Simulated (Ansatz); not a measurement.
## Sb on Ru(0001), hcp start, 2x2 cell: photoemission fingerprints

Aim: how the adsorbate changes the work function, the valence spectrum and the core levels in Sb on Ru(0001), hcp start, 2x2 cell. Spin–orbit coupling is left out of the bands throughout.

Method: DFT, PBE, plane-wave PAW, scalar-relativistic; PAW set soft_1, in Ansatz 0.2.0.

## Step 1: Set-up

The cell holds 4 atoms: 4 Ru. Cell: a = 2.720 Å, b = 2.720 Å, c = 21.420 Å, α = 90.0°, β = 90.0°, γ = 60.0°. It derives from Ru. Vacuum lies along c.

## Step 2: The clean face

The clean face is the reference for what the added atoms change.

Contents of input.yaml:

```yaml
crystal:
  lattice:
    - [2.72, 0.0, 0.0]
    - [1.36, 2.3555890983, 0.0]
    - [0.0, 0.0, 21.42]
  atoms:
    - { symbol: Ru, position: [0.0, 0.0, 0.649859944] }
    - { symbol: Ru, position: [0.666666667, 0.666666667, 0.549953315] }
    - { symbol: Ru, position: [0.0, 0.0, 0.450046685] }
    - { symbol: Ru, position: [0.666666667, 0.666666667, 0.350140056] }
kpoints:
  mp_grid: { grid: [18, 18, 1] }
scf:
  occupations: { method: fermi_dirac, width: 0.05 }
  n_extra_bands: 12
hamiltonian:
  xc: pbe
  pseudopotentials: { kind: paw, azcp: { folder: soft_1 } }
output:
  forces: true
  write_potential: true
  volumetric_format: []
  dos:
    projected: true
    de: 0.05
    e_range: [-30, 12]
    method: { smearing: { sigma: 0.1, scheme: gaussian } }
efield:
  axis: 3
  dipole_correction: true
relax:
  f_tol: 0.03
  max_steps: 50
  constraints: [{ sites: [2, 3] }]
```

Command:

```bash
ansatz run input.yaml --threads 8 --pin off --max-ram 40960MiB --backend cuda --events-out ev --progress --plain --runs-dir out
```

Numbers of over 12 decimals in the logs are rounded to 6 here.

What it wrote:

```text
The last accepted step is kept in <dir> (removed where the run ends without a failure and the disk answers)
scf.n_extra_bands = 12 over 32 filled bands (N_el = 64.0): the run solves 44 bands
Engine: ansatz 0.2.0, aarch64-unknown-linux-gnu
Pseudopotentials: kind: paw
Pseudopotential: Ru, paw, valence charge 16, recommended cutoff 420 eV (normal), soft_1/Ru.paw.azcp
Functional definition: PBE
  parameter kappa = 0.804
  parameter beta = 0.066725
  exchange = pbe_x(kappa = kappa, mu = beta*pi^2/3)
  correlation = pbe_c(beta = beta)
[...]
Crystal: 4 atoms, lattice volume = 137.242 Å³
Basis set: ecut = 420 eV, 2705 PW (Γ), exchange–correlation on 40×40×288 points (8 copies of the dense FFT grid, shifted against one another)
Bands: 44, of which v1, the nominal top of the filled ones, is band 32 counted from 1 (31 counted from 0)
Symmetry: 6 space group operations
k-points: 37 of 324 (time reversal used)
Non-local potential: Ru, projectors of the file, l = 0: 3, l = 1: 2, l = 2: 2, l = 3: 1
PAW form: soft (Blöchl's): semilocal exchange-correlation on the pseudo side does not see the compensation charge
PAW one-centre angular grid: Ru, 590 points (default); XC on 64 Gauss nodes
Initial density: superposition of atomic densities (neutral atoms: chi_scale 0, normalization atom)
Initial wavefunctions: pseudopotential atomic-orbital guess
[...]
Functional: x = pbe(κ = 0.804, μ = 0.219515), c = pbe(β = 0.066725)
SCF iter   1: F=—  HF=-23515.371196 eV  |F-HF|=—  |Δ(HF+E_count)|=         —  Δρ=7.35e-2  dr2=1.04e1  ethr=3.10e-3  p=0.000 e·Å  D=4.21e-14 V/Å  ΔV_dip=-0.00 eV  dr2_dipole=2.78e-6  V_vac-E_F(+/−)=5.84/5.84 eV  ⟨swp⟩=8.6  Hψ=7915  notcnv=0  defer=17
efield: sawtooth ramp at fractional position 0.9500 (placed from the atoms, in the widest stretch of the axis that holds none; the zero of the levels goes with the place), width 0.1000; the density the first Hamiltonian is built on has a dipole p = 0.000 e·Å; the dipole correction subtracts the counter field D = 4.21e-14 V/Å, which shifts the + side's vacuum level by -0.00 eV against the − side's; the planar-averaged density in the ramp window peaks in size at 1.3e-6 e/Å³
preconditioner: auto → LDOS  [metal: Δε(μ)=0.047 eV  Ē_g=7.470 eV  σ=0.050 eV  W_gap=0.23  n_scr=16 (ndim 8)  ℏωp=17.9 eV  f_vac=0.529  D(μ)=4.37/eV (n_scr^D=16)  β→1.0]
SCF iter   2: F=—  HF=-23515.336833 eV  |F-HF|=—  |Δ(HF+E_count)|=   3.44e-2  Δρ=7.25e-2  dr2=9.11e0  ethr=3.10e-3  p=-0.000 e·Å  D=-6.36e-4 V/Å  ΔV_dip=0.01 eV  dr2_dipole=5.81e-4  V_vac-E_F(+/−)=5.17/5.16 eV  ⟨swp⟩=3.7  Hψ=4509  notcnv=0  defer=86
[...]
SCF iter   8: F=-23512.794062 eV  HF=-23512.794061 eV  |F-HF|=7.68e-7  |Δ(HF+E_count)|=   2.87e-6  Δρ=2.57e-5  dr2=8.58e-7  ethr=1.82e-8  p=0.000 e·Å  D=2.63e-5 V/Å  ΔV_dip=-0.00 eV  dr2_dipole=1.16e-7  V_vac-E_F(+/−)=5.09/5.09 eV  ⟨swp⟩=18.6  Hψ=15296  notcnv=0
SCF 1 converged in 8 iterations: F = -23512.794062 eV  dr2 = 8.58e-7
  Residual-converged pass: ⟨swp⟩=1.0  Hψ=1778  notcnv=0  max |occ|·‖R‖ = 7.0e-9 eV (tolerance 1.0e-8 eV)  dr2=8.58e-7  dr2_onsite=1.29e-8  max |Δocc| = 1.1e-10
  greatest PAW one-centre occupation: 1.000 electrons in one spin orbital (limit 2), on the Ru atom at site 1 (counted from 0), in its partial waves of l = 0
relax step   1: F+E_penalty+E_count = -23512.79406193 eV  Δ(F+E_penalty+E_count) = +0.000e0 eV  max|allowed force component| = 5.829e-1 eV/Å  Δτ_max = 0.0000 Å  (8 SCF iters, dr2 threshold 2.25e-5 eV, accepted)
[...]
iter 1 solved again at ethr=9.38e-4 eV; its pass at ethr=3.10e-3 eV (dr2=6.01e-1 eV) is discarded
SCF iter   1: F=—  HF=-23512.822472 eV  |F-HF|=—  |Δ(HF+E_count)|=         —  Δρ=8.33e-3  dr2=5.53e-1  ethr=9.38e-4  p=0.000 e·Å  D=2.69e-5 V/Å  ΔV_dip=-0.00 eV  dr2_dipole=2.01e-1  V_vac-E_F(+/−)=5.07/5.07 eV  ⟨swp⟩=1.2  Hψ=6085  notcnv=0  defer=73
efield: sawtooth ramp at fractional position 0.9500 (handed on by an earlier solve), width 0.1000; the density the first Hamiltonian is built on has a dipole p = 0.000 e·Å; the dipole correction subtracts the counter field D = 2.69e-5 V/Å, which shifts the + side's vacuum level by -0.00 eV against the − side's; the planar-averaged density in the ramp window peaks in size at 4.5e-6 e/Å³
[...]
SCF 2 converged in 6 iterations: F = -23512.805536 eV  dr2 = 3.05e-6
relax step   2: F+E_penalty+E_count = -23512.80553616 eV  Δ(F+E_penalty+E_count) = -1.147e-2 eV  max|allowed force component| = 4.065e-1 eV/Å  Δτ_max = 0.1092 Å  (6 SCF iters, dr2 threshold 2.12e-5 eV, accepted)
[...]
SCF 3 converged in 6 iterations: F = -23512.813717 eV  dr2 = 7.03e-7
[...]
relax step   3: F+E_penalty+E_count = -23512.81371706 eV  Δ(F+E_penalty+E_count) = -8.181e-3 eV  max|allowed force component| = 1.713e-2 eV/Å  Δτ_max = 0.0471 Å  (6 SCF iters, dr2 threshold 1.03e-5 eV, accepted)
[...]
SCF 4 converged in 3 iterations: F = -23512.813718 eV  dr2 = 3.45e-8
relax step   4: F+E_penalty+E_count = -23512.81371750 eV  Δ(F+E_penalty+E_count) = -4.470e-7 eV  max|allowed force component| = 1.718e-2 eV/Å  Δτ_max = 0.0000 Å  (3 SCF iters, accepted)
[...]
SCF converged after 3 iterations
Free energy (F): -23512.813718 eV
Harris-Foulkes:  -23512.813717 eV  (|F-HF|=1.66e-8)
Internal energy: -23512.773454 eV  (E = F + TS)
E sigma→0 (E₀):  -23512.793586 eV
Entropy (-TS):   -0.040263 eV (-10.066 meV/atom)
Fermi energy:    6.247656 eV
Dipole field:    D = 0.001994 V/Å  (p = 0.001512 e·Å, saw-weighted, corrected)
Work function:   Φ+ = 5.0344 eV   Φ− = 5.0771 eV
Levels:          The Fermi level and band energies are counted from a zero that moves with the ramp; work functions are not
--- Per-component energies (eV) ---
  E_band       = -1305.934358
  E_kinetic    = 1833.279069
  E_local      = -82389.469907  (includes V_loc(G=0)·N_el)
  E_nonlocal   = 1653.751184
  E_hartree    = 39797.943420
  E_xc         = -675.912256
  E_vxc        = -854.293431  (∫ρ·V_xc dr)
  E_paw        = -14006.654764  (= ΣΔE_a)
  E_vpaw       = -1145.094898  (= ΣTr[D̂ρ^β])
  E_aug_tail   = 0.002556  (compensation charges beyond the density's cutoff)
  E_efield     = 0.000002  (sawtooth field / dipole correction)
  E_vefield    = 0.001834  (∫n·V_field dr)
  E_ewald      = 30274.287244
  E_smearing   = -0.040263  (= −TS)
  E_closure    = 0.000000  (closes the sum)
  Σ components = -23512.813718   (vs F -23512.813718, Δ=0.00e0)
--- Forces (eV/Å), atoms counted from 1 ---
  atom   1  Ru     0.00000000    -0.00000000     0.01717628
  atom   2  Ru     0.00000000    -0.00000000    -0.01543955
  atom   3  Ru    -0.00000000     0.00000000    -0.55625945
  atom   4  Ru     0.00000000     0.00000000     0.55448969
  max |Σ_I F_I| component: 3.30e-5 eV/Å
--- Band table (eV; the first three rows and the last of 37) ---
  k-point 0: bands = [... 28 lower, 4.2937, 4.2937, 4.5422, 5.3909, 5.3909, 6.3877, 6.3887, 6.3887, ... 8 higher]
  k-point 1: bands = [... 28 lower, 4.2365, 4.3656, 4.5877, 5.3313, 5.3639, 6.1034, 6.3623, 6.3623, ... 8 higher]
  k-point 2: bands = [... 28 lower, 4.4101, 4.5712, 4.5756, 5.1051, 5.3380, 5.6600, 6.0077, 6.2995, ... 8 higher]
  k-point 36: bands = [... 28 lower, 4.2201, 5.0945, 5.6514, 6.8611, 6.8991, 6.9873, 7.3507, 7.3938, ... 8 higher]
--- Relaxed structure (4 steps of the walk, 4 accepted, 0 SCFs on fresh bases) ---
  F+E_penalty+E_count = -23512.81371750 eV   max|allowed force component| = 1.718e-2 eV/Å
  atoms:
    - { symbol: Ru, position: [-1.6902599022604288e-18, 0, 0.646960] }
    - { symbol: Ru, position: [0.666667, 0.666667, 0.550174] }
    - { symbol: Ru, position: [0.0, 0.0, 0.450047] }
    - { symbol: Ru, position: [0.666667, 0.666667, 0.350140056] }
```

It took 4.8 s on 1 × NVIDIA GB200 with 8 threads of Arm Neoverse V2, shared host; peak memory 1.3 GiB; 10 s of CPU time.

The steps of the relaxation:

```
step  energy less that of the first step (eV)  largest force component (eV/Å)
   1                                   0.0000                          0.5829
   2                                  -0.0115                          0.4065
   3                                  -0.0197                          0.0171
   4                                  -0.0197                          0.0172
```

The run keeps the 6 symmetry operations that it works with, so distortions that break them were not tested.

The atoms that moved most (Å):

```
atom     dx     dy      dz  length
 Ru1  0.000  0.000  -0.062   0.062
```

The relaxed structure:

```xyz
4
Lattice="2.7200 0.0000 0.0000 1.3600 2.3556 0.0000 0.0000 0.0000 21.4200" Properties=species:S:1:pos:R:3
Ru    0.0000    0.0000   13.8579
Ru    2.7200    1.5704   11.7847
Ru    0.0000    0.0000    9.6400
Ru    2.7200    1.5704    7.5000
```

Numbers from this step:

```yaml
free_energy: -23512.8137 eV
energy_at_zero_smearing: -23512.7936 eV
smearing_term_ts: 0.04026 eV
fermi_energy: 6.248 eV
symmetry_operations: 6
zero_of_energy: Fermi level
share_of_occupied_states_in_no_projected_shell: 0.0131 of the occupied states in the window
dos_at_the_fermi_level: 4.880 states/eV/cell
work_function_upper_face: 5.035 eV
work_function_lower_face: 5.077 eV
```

This run's widths, added to any smearing of the DOS itself: Gaussian 0.6 eV, Lorentzian 0.05 eV plus 0.05 an eV of depth. Table of intensity by binding energy, zero at the Fermi level; values in % of the maximum within 13 eV:

| binding energy (eV) | 21.2 eV | 40.8 eV | 1486.7 eV | 8047.8 eV |
| --- | --- | --- | --- | --- |
| -1.0 | 1.15 | 1.14 | 1.16 | 1.21 |
| -0.5 | 4.02 | 3.97 | 4.06 | 4.21 |
| 0.0 | 32.6 | 32.2 | 32.9 | 34.5 |
| 0.5 | 58.6 | 58.0 | 59.2 | 61.2 |
| 1.0 | 60.5 | 59.9 | 61.0 | 63.1 |
| 1.5 | 87.2 | 86.6 | 87.7 | 90.0 |
| 2.0 | 99.2 | 99.3 | 99.1 | 98.2 |
| 2.5 | 85.7 | 85.0 | 85.5 | 83.9 |
| 3.0 | 69.2 | 67.5 | 69.5 | 69.3 |
| 3.5 | 58.9 | 56.9 | 59.5 | 60.7 |
| 4.0 | 65.2 | 62.9 | 66.0 | 67.6 |
| 4.5 | 63.3 | 61.4 | 64.3 | 69.4 |
| 5.0 | 55.4 | 53.4 | 56.6 | 64.9 |
| 5.5 | 47.0 | 44.8 | 48.3 | 58.1 |
| 6.0 | 22.9 | 21.9 | 24.0 | 32.1 |
| 6.5 | 6.33 | 6.06 | 7.00 | 12.4 |
| 7.0 | 2.46 | 2.37 | 2.93 | 6.73 |
| 7.5 | 1.43 | 1.38 | 1.67 | 3.68 |
| 8.0 | 0.966 | 0.932 | 1.05 | 1.68 |
| 8.5 | 0.712 | 0.688 | 0.747 | 1.01 |
| 9.0 | 0.552 | 0.534 | 0.574 | 0.735 |

The planar mean, electrostatic potential oscillates, so the rows of the table below give means over windows of 1 Å about each position, cut where the curve ends. Its maxima inside the range that stand out by 2 % of the span (Å: eV): 8.6: -1.85, 10.7: -1.90, 12.8: -2.53. Its minima: 7.4: -26.9, 9.7: -27.4, 11.8: -27.4, 13.8: -27.1.

From the Fermi level. The planar mean, electrostatic potential by z; means over each step:

z (Å), planar mean, electrostatic potential (eV) and a bar from the least value:
```
        0        5.1 ##############################
        1        5.1 ##############################
        2        5.1 ##############################
        3        5.1 ##############################
        4        5.1 ##############################
        5        4.9 ##############################
        6        3.2 ############################
        7      -14.6 ########
        8      -15.0 ########
        9      -11.8 ###########
       10      -18.6 ####
       11       -8.8 ##############
       12      -21.5 
       13       -7.9 ###############
       14      -21.8 
       15        0.0 ########################
       16        4.7 ##############################
       17        5.0 ##############################
       18        5.0 ##############################
       19        5.0 ##############################
       20        5.0 ##############################
       21        5.0 ##############################
```

The spectra weight each projected shell by its atomic cross section (Dirac–Hartree–Slater) and angular factor, for unpolarised light with the analyser at 45° from the beam. Broadening, on top of any smearing of the DOS itself: a Gaussian of 0.6 eV and a Lorentzian of 0.05 eV plus 0.05 times the binding energy (full widths), Fermi edge at 300 K. Each atom is damped by exp[−depth/(λ cos θ)], θ = 30° from the normal, λ from the universal curve. Curves are cut 10 eV under the photon energy, above any shell that the free atom's threshold puts out of reach, or at the lower edge of the window: 9.2 eV at 21.2 eV, 9.2 eV at 40.8 eV, 9.2 eV at 1486.7 eV and 9.2 eV at 8047.8 eV. Dipole terms alone, which is rough above 3 keV; no background, satellites or final-state effects.

Share of each shell in the spectrum's area (%), by photon energy:

```csv
shell,21.2 eV,40.8 eV,1486.7 eV,8047.8 eV
Ru 5s,0.0,0.1,1.7,14.5
Ru 4d,99.9,99.9,98.2,84.9
```

Cross sections used, in Mb an electron:

| shell | 21.2 eV | 40.8 eV | 1486.7 eV | 8047.8 eV |
| --- | --- | --- | --- | --- |
| Ru 5s | 0.017 | 0.025 | 2.4e-4 | 8.8e-6 |
| Ru 4d | 3.8 | 2.8 | 0.0013 | 4.3e-6 |

At the Fermi level the DOS is 4.88 states/eV a cell, and on the broadened curves Ru 4d holds 92 % of the total there.

## Step 3: Relaxing the atoms

System of this step: SbRu16. The cell holds 17 atoms: 1 Sb and 16 Ru. Cell: a = 5.440 Å, b = 5.440 Å, c = 23.170 Å, α = 90.0°, β = 90.0°, γ = 60.0°. It derives from Ru. How the cell was made: adsorbate; added: Sb; site: hcp; coverage 0.25 monolayer; cell: 2x2; on one face. Regions: ad, 1 atom (1 Sb); L1, 4 atoms (4 Ru); L2, 4 atoms (4 Ru); L3, 4 atoms (4 Ru); rest, 4 atoms (4 Ru). Vacuum lies along c.

Levels and vacuum steps follow bond lengths, so the atoms are relaxed first. 8 atoms are held to stand for the bulk. A dipole correction cancels the field between unlike faces.

Contents of input.yaml:

```yaml
crystal:
  lattice:
    - [5.44, 0.0, 0.0]
    - [2.72, 4.7111781966, 0.0]
    - [0.0, 0.0, 23.17]
  atoms:
    - { symbol: Sb, position: [0.336286475, 0.333333333, 0.676305568] }
    - { symbol: Ru, position: [0.0, 0.0, 0.600776867] }
    - { symbol: Ru, position: [0.5, 0.0, 0.600776867] }
    - { symbol: Ru, position: [0.0, 0.5, 0.600776867] }
    - { symbol: Ru, position: [0.5, 0.5, 0.600776867] }
    - { symbol: Ru, position: [0.833333333, 0.333333333, 0.508416055] }
    - { symbol: Ru, position: [0.333333333, 0.333333333, 0.508416055] }
    - { symbol: Ru, position: [0.833333333, 0.833333333, 0.508416055] }
    - { symbol: Ru, position: [0.333333333, 0.833333333, 0.508416055] }
    - { symbol: Ru, position: [0.0, 0.0, 0.416055244] }
    - { symbol: Ru, position: [0.5, 0.0, 0.416055244] }
    - { symbol: Ru, position: [0.0, 0.5, 0.416055244] }
    - { symbol: Ru, position: [0.5, 0.5, 0.416055244] }
    - { symbol: Ru, position: [0.833333333, 0.333333333, 0.323694432] }
    - { symbol: Ru, position: [0.333333333, 0.333333333, 0.323694432] }
    - { symbol: Ru, position: [0.833333333, 0.833333333, 0.323694432] }
    - { symbol: Ru, position: [0.333333333, 0.833333333, 0.323694432] }
kpoints:
  mp_grid: { grid: [6, 6, 1] }
scf:
  occupations: { method: fermi_dirac, width: 0.05 }
  n_extra_bands: 14
hamiltonian:
  xc: pbe
  pseudopotentials: { kind: paw, azcp: { folder: soft_1 } }
output:
  forces: true
  write_potential: true
  volumetric_format: []
efield:
  axis: 3
  dipole_correction: true
relax:
  f_tol: 0.03
  max_steps: 45
  constraints: [{ sites: [9, 10, 11, 12, 13, 14, 15, 16] }]
```

What it wrote:

```text
[...]
concurrent solve slots: 7 of 8 are kept, ahead of what memory takes: no pass of the eigensolver takes more rounds on 7
[...]
Crystal: 17 atoms, lattice volume = 593.820 Å³
Basis set: ecut = 420 eV, 11531 PW (Γ), exchange–correlation on 80×80×320 points (8 copies of the dense FFT grid, shifted against one another)
Bands: 150, of which v1, the nominal top of the filled ones, is band 136 counted from 1 (135 counted from 0)
Symmetry: 1 space group operations
[...]
k-points: 20 of 36 (time reversal used)
[...]
SCF iter   1: F=—  HF=-100546.267136 eV  |F-HF|=—  |Δ(HF+E_count)|=         —  Δρ=7.17e-2  dr2=4.97e1  ethr=3.10e-3  p=0.000 e·Å  D=8.89e-7 V/Å  ΔV_dip=-0.00 eV  dr2_dipole=5.02e0  V_vac-E_F(+/−)=5.95/5.95 eV  ⟨swp⟩=7.5  Hψ=12907  notcnv=0
[...]
SCF iter   2: F=—  HF=-100546.909706 eV  |F-HF|=—  |Δ(HF+E_count)|=   6.43e-1  Δρ=7.29e-2  dr2=3.60e1  ethr=3.10e-3  p=0.058 e·Å  D=1.78e-2 V/Å  ΔV_dip=-0.41 eV  dr2_dipole=3.19e-1  V_vac-E_F(+/−)=4.81/5.23 eV  ⟨swp⟩=4.0  Hψ=8409  notcnv=0  defer=2
[...]
SCF iter   8: F=-100535.970861 eV  HF=-100535.970865 eV  |F-HF|=4.71e-6  |Δ(HF+E_count)|=   1.83e-5  Δρ=4.39e-5  dr2=2.00e-5  ethr=8.30e-9  p=0.058 e·Å  D=1.77e-2 V/Å  ΔV_dip=-0.41 eV  dr2_dipole=4.20e-7  V_vac-E_F(+/−)=4.69/5.10 eV  ⟨swp⟩=14.0  Hψ=34444  notcnv=0
SCF 1 converged in 8 iterations: F = -100535.970861 eV  dr2 = 2.00e-5
[...]
relax step   1: F+E_penalty+E_count = -100535.97086055 eV  Δ(F+E_penalty+E_count) = +0.000e0 eV  max|allowed force component| = 8.593e0 eV/Å  Δτ_max = 0.0000 Å  (8 SCF iters, dr2 threshold 2.25e-5 eV, accepted)
[...]
SCF 2 converged in 6 iterations: F = -100537.432303 eV  dr2 = 1.68e-5
relax step   2: F+E_penalty+E_count = -100537.43230305 eV  Δ(F+E_penalty+E_count) = -1.461e0 eV  max|allowed force component| = 1.605e0 eV/Å  Δτ_max = 0.1948 Å  (6 SCF iters, dr2 threshold 1.00e-4 eV, accepted)
[...]
SCF 3 converged in 5 iterations: F = -100537.528518 eV  dr2 = 4.40e-5
[...]
relax step   3: F+E_penalty+E_count = -100537.52851758 eV  Δ(F+E_penalty+E_count) = -9.621e-2 eV  max|allowed force component| = 2.199e-1 eV/Å  Δτ_max = 0.1545 Å  (5 SCF iters, dr2 threshold 1.00e-4 eV, accepted)
[...]
relax step   4: F+E_penalty+E_count = -100537.53610716 eV  Δ(F+E_penalty+E_count) = -7.590e-3 eV  max|allowed force component| = 4.187e-2 eV/Å  Δτ_max = 0.0353 Å  (5 SCF iters, dr2 threshold 3.02e-6 eV, accepted)
[...]
SCF 5 converged in 6 iterations: F = -100537.536417 eV  dr2 = 1.55e-8
relax step   5: F+E_penalty+E_count = -100537.53641745 eV  Δ(F+E_penalty+E_count) = -3.103e-4 eV  max|allowed force component| = 8.343e-3 eV/Å  Δτ_max = 0.0053 Å  (6 SCF iters, accepted)
[...]
SCF converged after 6 iterations
[...]
--- Relaxed structure (5 steps of the walk, 5 accepted, 0 SCFs on fresh bases) ---
  F+E_penalty+E_count = -100537.53641745 eV   max|allowed force component| = 8.343e-3 eV/Å
  atoms:
    - { symbol: Sb, position: [0.333472, 0.333331, 0.689925] }
    - { symbol: Ru, position: [5.0481722443979885e-6, -2.2998989343635347e-8, 0.598026] }
    - { symbol: Ru, position: [0.508133, -0.016263, 0.599680] }
    - { symbol: Ru, position: [-0.016207, 0.508104, 0.599683] }
    - { symbol: Ru, position: [0.508159, 0.508157, 0.599677] }
    - { symbol: Ru, position: [0.833148, 0.333710, 0.508192] }
    - { symbol: Ru, position: [0.333332, 0.333334, 0.508897] }
    - { symbol: Ru, position: [0.833148, 0.833144, 0.508196] }
    - { symbol: Ru, position: [0.333713, 0.833145, 0.508189] }
    - { symbol: Ru, position: [0.0, 0.0, 0.416055244] }
    - { symbol: Ru, position: [0.5, 0.0, 0.416055244] }
    - { symbol: Ru, position: [0.0, 0.5, 0.416055244] }
    - { symbol: Ru, position: [0.5, 0.5, 0.416055244] }
    - { symbol: Ru, position: [0.833333, 0.333333333, 0.323694432] }
    - { symbol: Ru, position: [0.333333333, 0.333333333, 0.323694432] }
    - { symbol: Ru, position: [0.833333, 0.833333333, 0.323694432] }
    - { symbol: Ru, position: [0.333333, 0.833333333, 0.323694432] }
```

It took 6 s on 1 × NVIDIA GB200 with 8 threads; peak memory 1.4 GiB.

Step by step:

```csv
step,energy less that of the first step (eV),largest force component (eV/Å)
1,0.0000,8.5925
2,-1.4614,1.6050
3,-1.5577,0.2199
4,-1.5652,0.0419
5,-1.5656,0.0083
```

The atoms that moved most (Å):

```csv
atom,dx,dy,dz,length
Sb1,-0.015,0.000,0.316,0.316
Ru5,0.067,0.038,-0.025,0.081
Ru3,0.000,-0.077,-0.025,0.081
Ru4,-0.066,0.038,-0.025,0.080
Ru2,0.000,0.000,-0.064,0.064
Ru7,0.000,0.000,0.011,0.011
Ru9,0.002,-0.001,-0.005,0.006
Ru6,0.000,0.002,-0.005,0.005
```

This step gave:

```
free energy               : -100537.5364 eV
energy at zero smearing   : -100537.4563 eV
smearing term TS          : 0.1602 eV
Fermi energy              : 6.179 eV
symmetry operations       : 1
work function, upper face : 4.674 eV
work function, lower face : 5.115 eV
```

The relaxation ends 92 meV an atom lower, with a largest force component of 0.0083 eV/Å on the free atoms. For the work function, upper face, step 2 gave 5.03 eV; this run, with 17 atoms, gives 4.67 eV (-7 %).

[end of part 1 of 4]

[Logs are printed without paths, hosts, clocks, repeated set-up lines and the standing remarks that a program may print on its own settings, such as how far it seeks lower states.]

[Hosts, paths, dates, database ids (printed as entryN), source tags and the programs' standing remarks are cut or masked in the printed files.]

[Maps of the electrostatic potential energy from Ansatz leave out the sawtooth potential of an applied field or a dipole correction, so their vacuum need not be flat; work functions include it.]
